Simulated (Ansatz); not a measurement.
## Te2Mo (P6_3/mmc): converging the G0W0 gap

Wanted: a G0W0 gap for Te2Mo (P6_3/mmc) that is converged in bands and cutoff, or an estimate of the limit.

Main program and level: Ansatz 0.2.0; G0W0 on PBE, plane waves, PAW.

Report form: the programs' logs are mostly left out.

## (1) Starting point

The structure is hexagonal, space group P6_3/mmc (No. 194). Conventional cell: a = 3.518 Å, b = 3.518 Å, c = 13.974 Å, α = 90.00°, β = 90.00°, γ = 120.00°. Nearest to Te lie 3 Mo at 2.72 Å. Mo has 6 Te at 2.72 Å nearest. Farther neighbours and most contacts between anions are not listed.

The cell and positions come from the Crystallography Open Database and are kept as given unless a step says otherwise. Spin-orbit coupling is left out unless a step names it. The default PAW set here is soft_2. Its files were made with PBE.

## (2) 170 empty bands, screening to 63 eV

G0W0 replaces the xc potential by the self-energy, built once from these orbitals. Only a window of levels is corrected, while the sums run over the empty bands that the input names.

The input, input.yaml:

```yaml
crystal:
  lattice:
    - [3.5182, 0.0, 0.0]
    - [-1.7591, 3.0468505756, 0.0]
    - [0.0, 0.0, 13.9736]
  atoms:
    - { symbol: Te, position: [0.3333333333, 0.6666666667, 0.621] }
    - { symbol: Te, position: [0.6666666667, 0.3333333333, 0.121] }
    - { symbol: Te, position: [0.3333333333, 0.6666666667, 0.879] }
    - { symbol: Te, position: [0.6666666667, 0.3333333333, 0.379] }
    - { symbol: Mo, position: [0.3333333333, 0.6666666667, 0.25] }
    - { symbol: Mo, position: [0.6666666667, 0.3333333333, 0.75] }
kpoints:
  mp_grid: { grid: [6, 6, 2] }
hamiltonian:
  xc: pbe
scf:
  occupations: { method: fixed }
gw:
  n_empty_bands: 170
  ecut_chi: 63
  qp_bands: [v2, c2]
  qp_kpoints: band_edges
  screening: { model: contour_deformation }
```

The run is started by

```bash
> ansatz run input.yaml --threads 3 --pin off --max-ram 92160MiB --backend cuda --events-out ev --progress --plain --runs-dir out --devices 1 --max-vram 13GiB  # rebuilt from the run's record
```

Run time: 18 s. Hardware: 1 × NVIDIA H100 80GB HBM3 (shared by 6 runs) with 3 threads of AMD EPYC 7R13 (Zen 3), shared host; peak memory 1.3 GiB; 23 s of CPU time.

This step gave:

| Quantity | Value |
| --- | --- |
| bands summed | 216 |
| RPA ε∞ on this mesh (eigenvalues) | 10.74, 20.16, 20.16 |
| plane waves in the screening matrix | 163 |
| q-points in the mesh | 72 |
| G0W0 gap on the mesh | 0.9466 eV |
| k of the valence top | 0, 0, 0 |
| k of the conduction bottom | 0.1667, 0.1667, 0 |
| starting gap on the mesh | 0.8260 eV |
| Z at the valence top | 0.7312 |
| Z at the conduction bottom | 0.7429 |
| least direct G0W0 gap on the computed points | 1.309 eV |

The gap on the mesh goes from 0.83 eV to 0.95 eV, a correction of +0.12 eV. Between the two edge states, bare exchange in place of the xc potential would open the gap by 4.04 eV, and correlation takes back 3.92 eV.

## (3) 481 empty bands, screening to 126 eV

Bands and screening cutoff are moved together, since each hides the error of the other.

input.yaml, as its differences from that of step 2:

```diff
@@ -19,4 +19,4 @@
 gw:
-  n_empty_bands: 170
-  ecut_chi: 63
+  n_empty_bands: 481
+  ecut_chi: 126
   qp_bands: [v2, c2]
```

Run time: 39 s. Hardware: 1 × NVIDIA H100 80GB HBM3 (shared by 6 runs) with 3 threads; peak memory 2.1 GiB; 64 s of CPU time.

This step gave:

```yaml
bands_summed: 527
rpa_eps_infinity_on_this_mesh_eigenvalues: 10.68, 19.66, 19.66
plane_waves_in_the_screening_matrix: 499
q_points_in_the_mesh: 72
g0w0_gap_on_the_mesh: 0.9960 eV
k_of_the_valence_top: 0, 0, 0
k_of_the_conduction_bottom: 0.1667, 0.1667, 0
starting_gap_on_the_mesh: 0.8260 eV
z_at_the_valence_top: 0.7241
z_at_the_conduction_bottom: 0.7370
least_direct_g0w0_gap_on_the_computed_points: 1.310 eV
```

Against the run with 6×6×2 mesh, 170 empty bands, screening to 63 eV, the gap moves by +0.05 eV.

## (4) 1035 empty bands, screening to 210 eV

input.yaml, as its differences from that of step 3:

```diff
@@ -19,4 +19,4 @@
 gw:
-  n_empty_bands: 481
-  ecut_chi: 126
+  n_empty_bands: 1035
+  ecut_chi: 210.0
   qp_bands: [v2, c2]
```

The job ended after 100 s (1 × NVIDIA H100 80GB HBM3 (shared by 6 runs) with 3 threads; peak memory 4.5 GiB).

This step gave:

```yaml
bands_summed: 1081
rpa_eps_infinity_on_this_mesh_eigenvalues: 10.65, 19.51, 19.51
plane_waves_in_the_screening_matrix: 999
g0w0_gap_on_the_mesh: 1.018 eV
k_of_the_valence_top: 0, 0, 0
k_of_the_conduction_bottom: 0.1667, 0.1667, 0
starting_gap_on_the_mesh: 0.8260 eV
least_direct_g0w0_gap_on_the_computed_points: 1.305 eV
```

Against the run with 6×6×2 mesh, 481 empty bands, screening to 126 eV, the gap moves by +0.02 eV.

## (5) Changing the frequency model: 6×6×2 mesh, 1035 empty bands, screening to 210 eV, plasmon pole

A plasmon pole stands in for the full frequency dependence of the screening; this run shows what that costs in accuracy.

input.yaml, as its differences from that of step 4:

```diff
@@ -23,2 +23,2 @@
   qp_kpoints: band_edges
-  screening: { model: contour_deformation }
+  screening: { model: godby_needs }
```

The job ended after 3.2 min (1 × NVIDIA H100 80GB HBM3 (shared by 6 runs) with 3 threads; peak memory 9.3 GiB; 6.7 min of CPU time).

Numbers from this step:

```
bands summed                                 : 1081
plasmon-pole fit frequency                   : 29.10 eV
RPA ε∞ on this mesh (eigenvalues)            : 10.65, 19.51, 19.51
plane waves in the screening matrix          : 999
G0W0 gap on the mesh                         : 1.046 eV
k of the valence top                         : 0, 0, 0
k of the conduction bottom                   : 0.1667, 0.1667, 0
starting gap on the mesh                     : 0.8260 eV
least direct G0W0 gap on the computed points : 1.393 eV
```

Against the run with 6×6×2 mesh, 1035 empty bands, screening to 210 eV, the gap moves by +0.03 eV.

## (6) Changing the files and raising the bands: 6×6×2 mesh, 1534 empty bands, screening to 273 eV, hard PAW files

Other atomic data (hard PAW) test the pseudisation: the cutoff goes from 420 to 640 eV, with the same valence electrons. Bands and screening cutoff change too, so the step is no clean test of the files.

input.yaml, as its differences from that of step 5:

```diff
@@ -16,2 +16,3 @@
   xc: pbe
+  pseudopotentials: { kind: paw, source: ansatz }
 scf:
@@ -19,6 +20,6 @@
 gw:
-  n_empty_bands: 1035
-  ecut_chi: 210.0
+  n_empty_bands: 1534
+  ecut_chi: 273.0
   qp_bands: [v2, c2]
   qp_kpoints: band_edges
-  screening: { model: godby_needs }
+  screening: { model: contour_deformation }
```

It took 5.7 min on 1 × NVIDIA H100 80GB HBM3 (shared by 6 runs) with 3 threads; peak memory 8.9 GiB.

This step gave:

```
bands summed                                 : 1580
RPA ε∞ on this mesh (eigenvalues)            : 10.64, 19.46, 19.46
plane waves in the screening matrix          : 1549
G0W0 gap on the mesh                         : 1.030 eV
k of the valence top                         : 0, 0, 0
k of the conduction bottom                   : 0.1667, 0.1667, 0
starting gap on the mesh                     : 0.8261 eV
least direct G0W0 gap on the computed points : 1.297 eV
```

Against the run with 6×6×2 mesh, 1035 empty bands, screening to 210 eV, the gap moves by +0.012 eV.

## (7) Convergence and cost

Times are wall times on 1 × NVIDIA H100 80GB HBM3 (shared by 6 runs) with 3 threads of AMD EPYC 7R13 (Zen 3), shared host, good to a factor of about two.

| mesh | files | frequency | bands summed | cutoff (eV) | start (eV) | G0W0 (eV) | time | host memory (GiB) |
| --- | --- | --- | --- | --- | --- | --- | --- | --- |
| 6×6×2 | default PAW | contour deformation | 216 | 63 | 0.826 | 0.947 | 18 s | 1.3 |
| 6×6×2 | default PAW | contour deformation | 527 | 126 | 0.826 | 0.996 | 39 s | 2.1 |
| 6×6×2 | default PAW | contour deformation | 1081 | 210 | 0.826 | 1.018 | 100 s | 4.5 |
| 6×6×2 | default PAW | plasmon pole | 1081 | 210 | 0.826 | 1.046 | 3.2 min | 9.3 |
| 6×6×2 | hard PAW | contour deformation | 1580 | 273 | 0.826 | 1.030 | 5.7 min | 8.9 |

How the two edges are built up, in eV (the quasiparticle level is the starting level plus Σx plus Σc less Vxc):

| run | edge | start | Σx | Σc | Vxc | Z | QP |
| --- | --- | --- | --- | --- | --- | --- | --- |
| 216 bands | valence top | 12.48 | -18.83 | 0.70 | -18.52 | 0.73 | 12.88 |
| 216 bands | conduction bottom | 13.30 | -13.10 | -3.22 | -16.84 | 0.74 | 13.82 |
| 527 bands | valence top | 12.48 | -18.83 | 0.32 | -18.52 | 0.72 | 12.49 |
| 527 bands | conduction bottom | 13.30 | -13.10 | -3.56 | -16.84 | 0.74 | 13.48 |
| 1081 bands | valence top | 12.48 | -18.83 | 0.16 | -18.52 | 0.72 | 12.33 |
| 1081 bands | conduction bottom | 13.30 | -13.10 | -3.69 | -16.84 | 0.73 | 13.35 |

## (8) What came out

```
216 bands, 63 eV                    : 0.947 eV
527 bands, 126 eV                   : 0.996 eV
1081 bands, 210 eV                  : 1.018 eV
estimated limit in bands and cutoff : 1.04 eV
mesh and start                      : 6×6×2, PBE
```

A line in one over the bands through the two highest rungs gives 1.04 eV, +0.02 eV from the top rung; the pair below gives 1.03 eV, in fair agreement. The rungs stand 0.09 eV (216 bands), 0.04 eV (527 bands) and 0.02 eV (1081 bands) from it. From 216 to 1081 bands the gap moves by +0.07 eV while the time grows 5.7-fold. Σc changes by −0.55 eV at the valence top and −0.48 eV at the conduction bottom, so the levels themselves move more than the gap between them. The plasmon-pole model gives +0.03 eV against contour deformation, 15 % of the correction (the least direct gap moves by +0.09 eV), and saved no time in this program. With hard PAW files and 1580 bands the gap is 1.03 eV; the line for the default PAW files gives 1.02 eV at that count, a difference of +0.01 eV that holds the line's own error too. The cheapest rung within 0.1 eV of this estimate is that with 216 bands (18 s). The 6×6×2 mesh misses a band edge: over a band path and its finer mesh (run apart) the PBE gap is 0.71 eV, so the G0W0 gap over the zone may lie about 0.12 eV below its value on the mesh. The 6×6×2 mesh is coarse for this cell (its supercell is 21 Å along the shortest edge). The RPA ε∞ on it, from the PBE start, is 10.65 and 19.51; such meshes misread the long-range screening, most where the gap is narrow. The many-body steps are scalar-relativistic: spin-orbit coupling is not in them.

[Paths, hosts, dates, memory and timing lines, banners, echoed tables and standing remarks are left out of the program output.]

[Logs are printed without paths, hosts, clocks, repeated set-up lines and the standing remarks that a program may print on its own settings, such as how far it seeks lower states.]

[Runs of the session that timed out or met a known fault of the program may be left out.]

[Cells called generated may have been cut or substituted from an entry of the Crystallography Open Database or the Materials Project.]

[Hosts, paths, dates, database ids (printed as entryN), source tags and the programs' standing remarks are cut or masked in the printed files.]
